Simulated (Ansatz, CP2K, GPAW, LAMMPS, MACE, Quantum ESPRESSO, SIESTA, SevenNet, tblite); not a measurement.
## Atom list for Liquid Ge at 2600 K (66 atoms)

66 atoms (66 Ge) placed at random at 5.27 g/cm³, melted at 3500 K for 10 ps at fixed volume with the Tersoff potential (Tersoff, Phys. Rev. B 39, 5566 (1989)). Snapshot at the end of a hold of 5 ps at 2600 K and fixed volume.

Calculated values (Quantum ESPRESSO 7.5, Kohn-Sham DFT, PBE, SSSP efficiency 1.3.0 pseudopotentials, plane waves; sssp-1.3.0-efficiency; 45/360 Ry; levels smeared at 580 K; Γ point; density 5.27 g/cm³) for the geometry as built.

Cell vectors (Å):

```
11.473 0.000 0.000
0.000 11.473 0.000
0.000 0.000 11.473
```

Positions in Å, forces in eV/Å:

```tsv
atom	x	y	z	fx	fy	fz
Ge1	0.443	8.534	11.406	0.804	1.317	1.967
Ge2	3.054	0.630	5.062	0.526	0.090	0.311
Ge3	1.348	6.847	1.330	0.497	-0.311	1.343
Ge4	7.210	7.371	5.584	0.648	0.749	-0.160
Ge5	0.168	4.649	1.507	-0.585	1.059	-0.706
Ge6	8.570	2.108	0.978	-0.117	0.125	0.198
Ge7	5.989	5.292	1.076	-0.419	0.425	0.745
Ge8	3.579	4.120	4.014	-0.481	0.887	-0.255
Ge9	5.187	6.506	7.597	-1.470	0.366	0.154
Ge10	1.178	3.603	4.788	0.329	-0.531	0.344
Ge11	1.732	5.695	6.118	-0.141	-0.123	0.347
Ge12	5.205	9.807	7.477	-0.299	-0.355	-0.189
Ge13	6.581	9.740	5.357	-0.094	0.140	-0.283
Ge14	4.534	2.083	3.181	-1.433	-1.074	-1.144
Ge15	10.070	11.261	4.049	-0.336	0.195	0.643
Ge16	0.388	10.712	1.415	-1.223	-0.244	-0.928
Ge17	6.337	1.768	7.521	0.980	-0.368	-0.145
Ge18	4.134	7.987	3.942	0.156	0.220	-0.088
Ge19	10.370	7.649	10.020	-1.536	-0.667	-0.877
Ge20	5.834	11.209	9.450	-0.708	1.656	0.347
Ge21	7.127	5.328	8.129	0.440	1.788	3.148
Ge22	3.967	2.064	7.157	-0.440	0.766	-0.112
Ge23	4.220	4.308	8.773	0.514	-0.616	-0.060
Ge24	6.924	4.518	4.570	0.850	-0.821	-0.506
Ge25	1.903	9.097	9.676	1.857	1.344	-0.609
Ge26	4.330	8.168	9.338	0.104	0.009	-0.330
Ge27	9.747	3.045	8.511	-0.017	-0.749	-1.296
Ge28	6.905	7.667	1.287	-0.832	0.626	-0.508
Ge29	6.306	3.908	10.576	-1.287	0.596	-1.158
Ge30	7.759	0.496	5.652	0.483	-0.402	0.527
Ge31	9.833	9.583	2.336	0.446	-1.304	-0.600
Ge32	1.104	8.910	7.378	1.092	1.437	-0.614
Ge33	9.339	11.062	7.640	0.296	-0.234	-0.229
Ge34	1.976	3.803	9.715	-0.756	0.560	-1.058
Ge35	3.612	6.056	1.990	0.270	-0.512	0.855
Ge36	8.489	9.055	9.046	0.439	-0.354	-0.493
Ge37	10.528	3.969	3.614	0.280	1.613	-0.222
Ge38	9.182	7.060	1.700	-0.259	1.890	2.596
Ge39	1.934	1.562	8.672	-0.590	1.035	-0.365
Ge40	1.691	8.450	3.503	-0.688	-0.608	-0.695
Ge41	3.613	1.950	0.501	-0.412	-0.239	1.200
Ge42	9.618	5.790	11.411	1.283	-1.778	-1.477
Ge43	0.050	4.465	7.946	2.038	0.972	-0.154
Ge44	3.107	0.167	10.119	1.342	-2.181	0.814
Ge45	7.982	3.874	6.767	0.801	-2.626	-2.009
Ge46	10.791	0.970	9.184	0.331	-0.397	0.742
Ge47	1.272	2.818	0.310	-0.255	0.067	0.643
Ge48	3.821	10.956	1.599	0.854	0.024	-0.352
Ge49	6.734	2.091	3.900	1.249	0.045	0.693
Ge50	11.404	7.024	4.734	0.920	0.017	0.452
Ge51	8.699	3.759	10.407	-0.582	0.622	1.723
Ge52	5.869	9.635	2.699	-0.180	-0.032	-0.001
Ge53	5.950	1.597	11.395	0.418	-0.731	-0.742
Ge54	11.146	7.068	7.667	0.496	-1.728	-0.038
Ge55	6.466	9.029	10.501	0.289	-0.650	0.847
Ge56	10.772	1.231	0.290	0.553	-0.511	-0.959
Ge57	0.220	10.876	5.999	-1.311	-1.459	0.073
Ge58	9.153	6.252	4.108	-0.733	-0.714	-0.767
Ge59	5.110	6.022	5.152	-1.091	0.215	0.002
Ge60	3.244	9.473	5.989	0.049	0.190	-0.258
Ge61	9.886	2.346	5.758	0.290	-0.092	1.539
Ge62	0.988	1.531	6.401	0.306	1.662	-0.841
Ge63	8.849	7.050	7.375	-1.572	0.669	0.451
Ge64	7.998	10.974	1.657	-1.041	0.244	-0.245
Ge65	9.198	2.060	3.468	-1.006	-0.809	-1.833
Ge66	1.979	10.986	3.137	-0.333	-0.404	0.602
```

The network of bonds at the start is that of the classical potential that made the cell, and needn't be the one that DFT or experiment would give. Only the Γ point is sampled, in a cell whose shortest periodic width is 11 Å, which is coarse for a cell with partly filled levels.

The r.m.s. force component is 0.898 eV/Å; the longest force, 3.65 eV/Å, acts on Ge21.

[Logs are printed without paths, hosts, clocks, repeated set-up lines and the standing remarks that a program may print on its own settings, such as how far it seeks lower states.]

[Hosts, paths, dates, database ids (printed as entryN), source tags and the programs' standing remarks are cut or masked in the printed files.]
